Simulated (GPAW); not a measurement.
# Near-edge structure at the Zn K edge of zinc-blende (ZnS)₁₋ₓ(ZnSe)ₓ at x = 0.75, part 3 of 3

What does the Zn K edge look like in zinc-blende (ZnS)₁₋ₓ(ZnSe)ₓ at x = 0.75?

GPAW 26.7.0; X-ray absorption from dipole matrix elements to empty bands, plane-wave PAW LDA.

So far. Step 5 (Spectrum with XCH, Zn atom 1): Main maxima below 28 eV (height): 5.0 eV (2.05), 8.8 eV (1.03), 12.8 eV (1.19) and 18.4 eV (0.85). A K edge sees empty p states on the absorber. Step 5 (Spectrum with XCH, Zn atom 1): The total-energy difference is 9673.14 eV. One term is added: -30.82 eV, since the hole is spin-paired here and a spin-polarised one costs that much less in the free atom (computed apart). The photon energy is then 9642.32 eV. The tabulated edge of the element is 9659 eV.

## (7) Spectrum with XCH, S atom 16

The holes are 7.9 Å apart. The excited electron is kept in the cell, where it fills the lowest empty states and screens the hole. After the field has converged, empty bands are computed with the density fixed and the dipole matrix elements are summed.

The absorber has 2 Zn at 2.36 Å and 2 Zn at 2.38 Å (tetrahedral).

File xas.py:

```python
import numpy as np
from ase import Atoms
from ase.parallel import parprint, paropen
from gpaw import GPAW, PW, FermiDirac, Mixer, MixerDif, setup_paths
from gpaw.test import gen
setup_paths.insert(0, '.')
gen('S', name='fch1s', xcname='LDA', corehole=(1, 0, 1), write_xml=True)
from gpaw.mpi import world
world.barrier()

atoms = Atoms('ZnSeZnSZnSeZnSeZnSeZnSeZnSeZnS',
    cell=[[0, 5.6035, 5.6035],
     [5.6035, 0, 5.6035],
     [5.6035, 5.6035, 0]],
    scaled_positions=[[0.0036144, 0.0049257, 0.9895775],
     [0.1251722, 0.1254319, 0.1256143],
     [0.0014388, 0.0025686, 0.5045452],
     [0.1239728, 0.1243299, 0.6252499],
     [0.0008198, 0.5014772, 0.9996523],
     [0.1258446, 0.6261891, 0.1252315],
     [0.9943497, 0.492067, 0.5059168],
     [0.1250765, 0.6244284, 0.6242815],
     [0.5013273, 0.0002597, 0.9996213],
     [0.6253601, 0.1243204, 0.1268906],
     [0.491536, 0.9913568, 0.5082046],
     [0.6236732, 0.1248771, 0.6244508],
     [0.5040518, 0.5024442, 0.9902881],
     [0.6250514, 0.6244969, 0.1262977],
     [0.5034667, 0.5032488, 0.504682],
     [0.6258937, 0.6238218, 0.6258092]],
    pbc=True)
atoms.calc = calc = GPAW(legacy_gpaw=True, mode=PW(400, force_complex_dtype=True), xc='LDA', setups={15: 'fch1s'},
    kpts={'size': (3, 3, 3), 'gamma': True}, occupations=FermiDirac(0.04),
    charge=-1, mixer=Mixer(0.1, 5, 50), maxiter=150,
    convergence={'density': 0.0001, 'eigenstates': 1e-6}, txt='scf.txt')
energy = atoms.get_potential_energy() + calc.get_reference_energy()
ef = calc.get_fermi_level()
out = dict(energy=energy, fermi=ef, forces=atoms.get_forces().tolist())
parprint(f'all-electron energy {energy:.4f} eV, Fermi level {ef:.4f} eV')
ev = np.array([[calc.get_eigenvalues(k, s) for k in range(len(calc.get_ibz_k_points()))] for s in range(calc.get_number_of_spins())])
out['homo'], out['lumo'], out['counts'] = ev[ev < ef].max(), ev[ev > ef].min(), sorted(set((ev < ef).sum((0, 2)).tolist()))
out['filled'] = (ev[:, 0] < ef).sum(1).tolist()

from ase.units import Ha
from gpaw.xas import dipole_matrix_elements
nb = int(calc.get_number_of_electrons() / 2) + 180
top, nb = nb, nb + 8 + nb // 12
nscf = calc.fixed_density(kpts={'size': (4, 4, 4), 'gamma': True}, nbands=nb,
    convergence={'bands': top, 'eigenstates': 5e-3}, maxiter=60, txt='nscf.txt')
cell = atoms.cell.array
ops = [cell.T @ U.T @ np.linalg.inv(cell.T) for U in nscf.wfs.kd.symmetry.op_scc]
filled = [72]  # bands filled in the ground state, by spin
E = np.arange(-6, 30, 0.1)
fwhm = np.interp(E, [4, 25], [0.9, 3.5])
Y, X, zero, highest = 0, 0, 1e9, 1e9
for spin in range(nscf.get_number_of_spins()):
    wfs = nscf.wfs
    mine = wfs.bd.get_slice()  # this rank's bands
    A = dipole_matrix_elements(wfs.setups[15])
    eps = np.zeros((wfs.kd.nibzkpts, nb))
    d = np.zeros((3, A.shape[1], wfs.kd.nibzkpts, nb), complex)
    for kpt in wfs.kpt_u:
        if kpt.s == spin and 15 in kpt.P_ani:
            eps[kpt.k, mine] = kpt.eps_n * Ha
            d[:, :, kpt.k, mine] = (kpt.weight * wfs.nspins / 2) ** 0.5 * np.inner(A, kpt.P_ani[15])
    world.sum(eps)
    world.sum(d)
    T = np.einsum('amkn,bmkn->abkn', d, d.conj()).real
    T = sum(np.einsum('ai,ijkn,bj->abkn', R, T, R) for R in ops) / len(ops)
    empty = np.ones_like(eps, bool) & (np.arange(nb) >= filled[spin])
    zero, highest = min(zero, eps[empty].min()), min(highest, eps[:, top - 1].min())
    lines = [(eps, T, empty)] if spin == 0 else lines + [(eps, T, empty)]
for eps, T, empty in lines:
    f = np.einsum('aakn->akn', T).reshape(3, -1)
    x = eps.ravel() - zero
    w = np.interp(x, E, fwhm) / 2.35482
    g = np.exp(-0.5 * ((E[:, None] - x) / w) ** 2) / (w * (2 * np.pi) ** 0.5)
    Y = Y + (f * empty.ravel()) @ g.T
    X = X + (f * ~empty.ravel()) @ g.T
out.update(E=E.round(2).tolist(), xas=Y.tolist(), xes=X.tolist(), zero=zero, valid=highest - zero, nk=len(eps), nb=nb)
for i in range(0, len(E), 10):
    parprint(f'{E[i]:7.2f}', *(f'{v:10.3e}' for v in Y[:, i]))
import json
with paropen('out.json', 'w') as f:
    json.dump(out, f)
```

Command:

```console
OMP_NUM_THREADS=1 mpirun -n 4 gpaw python xas.py
```

Numbers of over 12 decimals in the logs are rounded to 6 here.

Output:

```text
Input parameters:
  charge: -1
  convergence: {density: 0.0001,
                eigenstates: 1e-06}
  kpts: {gamma: True,
         size: (3, 3, 3)}
  maxiter: 150
  mixer: {backend: pulay,
          beta: 0.1,
          method: separate,
          nmaxold: 5,
          weight: 50}
  mode: {ecut: 400.0,
         force_complex_dtype: True,
         name: pw}
  occupations: {fixmagmom: False,
[...]
*p    :     0.277888
*d    :     0.000000
--------------------------------

Diagonalizing with gridspacing h=0.050

state   all-electron     PAW
-------------------------------
3s:      -1.141348    -1.142157
3p:      -0.722112    -0.722797
*d:                   -0.153507
*f:                   -0.016109
-------------------------------
all-electron energy -805641.0390 eV, Fermi level 5.9331 eV
[...]
28.00  2.553e-06  2.553e-06  2.476e-06
  29.00  2.222e-06  2.222e-06  2.148e-06
[key lines of the parts left out:]
Converged after 14 iterations.
Dipole moment: (-25.212590, -25.278371, -27.672471) |e|*Ang
Free energy:    -70.653387
Fermi level: 5.93307
```

Elapsed: 4.3 min, on 4 MPI ranks of AMD EPYC 7R13 (Zen 3), shared host; peak memory 0.83 GiB; 17 min of CPU time.

The S K spectrum, S atom 16, excited-electron core hole (neutral cell) (energy from the bottom of the conduction band, which holds the excited electron; intensity scaled to a mean of 1 over the first 20 eV):

| E (eV) | isotropic | ε ∥ x | ε ∥ z |
| --- | --- | --- | --- |
| -2.0 | 0.00 | 0.00 | 0.00 |
| -1.4 | 0.00 | 0.00 | 0.00 |
| -0.8 | 0.00 | 0.00 | 0.00 |
| -0.2 | 0.00 | 0.00 | 0.00 |
| 0.4 | 0.07 | 0.07 | 0.07 |
| 1.0 | 0.37 | 0.37 | 0.36 |
| 1.6 | 1.07 | 1.09 | 1.04 |
| 2.2 | 1.60 | 1.64 | 1.52 |
| 2.8 | 1.82 | 1.87 | 1.72 |
| 3.4 | 1.66 | 1.70 | 1.60 |
| 4.0 | 1.51 | 1.53 | 1.47 |
| 4.6 | 1.56 | 1.58 | 1.50 |
| 5.2 | 1.12 | 1.12 | 1.12 |
| 5.8 | 1.42 | 1.45 | 1.37 |
| 6.4 | 1.74 | 1.77 | 1.68 |
| 7.0 | 1.64 | 1.57 | 1.77 |
| 7.6 | 1.18 | 1.12 | 1.30 |
| 8.2 | 0.91 | 0.90 | 0.91 |
| 8.8 | 0.94 | 0.94 | 0.94 |
| 9.4 | 0.90 | 0.89 | 0.91 |
| 10.0 | 0.65 | 0.64 | 0.66 |
| 10.6 | 0.47 | 0.47 | 0.47 |
| 11.2 | 0.47 | 0.48 | 0.46 |
| 11.8 | 0.59 | 0.61 | 0.57 |
| 12.4 | 0.74 | 0.76 | 0.70 |
| 13.0 | 0.88 | 0.90 | 0.84 |
| 13.6 | 0.99 | 1.01 | 0.96 |
| 14.2 | 1.03 | 1.04 | 1.01 |
| 14.8 | 0.98 | 0.99 | 0.96 |
| 15.4 | 0.90 | 0.92 | 0.87 |
| 16.0 | 0.86 | 0.87 | 0.83 |
| 16.6 | 0.85 | 0.86 | 0.83 |
| 17.2 | 0.84 | 0.84 | 0.85 |
| 17.8 | 0.84 | 0.83 | 0.86 |
| 18.4 | 0.83 | 0.81 | 0.86 |
| 19.0 | 0.83 | 0.81 | 0.87 |
| 19.6 | 0.84 | 0.81 | 0.88 |
| 20.2 | 0.85 | 0.82 | 0.90 |
| 20.8 | 0.86 | 0.84 | 0.90 |
| 21.4 | 0.87 | 0.85 | 0.90 |
| 22.0 | 0.85 | 0.84 | 0.87 |
| 22.6 | 0.82 | 0.81 | 0.84 |
| 23.2 | 0.79 | 0.79 | 0.80 |
| 23.8 | 0.78 | 0.78 | 0.79 |
| 24.4 | 0.81 | 0.81 | 0.81 |
| 25.0 | 0.87 | 0.87 | 0.86 |
| 25.6 | 0.94 | 0.94 | 0.92 |
| 26.2 | 1.00 | 1.00 | 0.98 |
| 26.8 | 1.02 | 1.03 | 1.00 |
| 27.4 | 1.01 | 1.02 | 0.99 |
| 28.0 | 0.95 | 0.96 | 0.93 |
| 28.6 | 0.88 | 0.89 | 0.86 |

Main maxima below 24 eV (height): 3.0 eV (1.87), 4.3 eV (1.68), 6.6 eV (1.76), 9.0 eV (0.95) and 14.1 eV (1.03). 

The total-energy difference is 2475.00 eV. One term is added: -16.82 eV, since the hole is spin-paired here and a spin-polarised one costs that much less in the free atom (computed apart). The photon energy is then 2458.18 eV. The functional leaves an error in such absolute values: in the free atom LDA prices this hole 9.1 eV below PBE (computed apart), and PBE is itself good to a few eV.

## (8) What came out

- absorber and edge: Zn K, atom 1 of the ground-state input (counted from 1)
- surroundings: 1 S at 2.36 Å and 3 Se at 2.45 Å (distorted tetrahedral)
- highest intensity below 24 eV: 5.0 eV above the zero, height 2.05
- photon energy of the zero, with the added terms: 9642.3 eV (raw 9673.1 eV; LDA puts this hole about 19 eV below PBE, itself good to a few eV)

**Reading.** The Zn K edge of atom 1, with 1 S at 2.36 Å and 3 Se at 2.45 Å (distorted tetrahedral), has its highest intensity of the first 24 eV at 5.0 eV above the zero, near 9647 eV in photon energy (LDA puts this hole about 19 eV below PBE, itself good to a few eV), 2.0 times the mean level of the first 20 eV (Gaussian full width 1.67 eV up to 4 eV, rising linearly to 3.5 eV at 25 eV). The script folds with a Gaussian, whereas the core hole's own line is a Lorentzian, so the onset is too steep and the first peak too high.

[Banner, clock and machine lines of the logs are left out without a mark of their own.]

[Logs are printed without paths, hosts, clocks, repeated set-up lines and the standing remarks that a program may print on its own settings, such as how far it seeks lower states.]

[Hosts, paths, dates, database ids (printed as entryN), source tags and the programs' standing remarks are cut or masked in the printed files.]

[Lists of maxima count a maximum above −3 eV only where it reaches 4 % of the highest in the window and stands out from its surroundings by 2 % of it (1.5 % where it reaches 55 %); shoulders and weaker maxima are passed over, and of the rest the first, up to two pre-edge ones and the few strongest are named.]
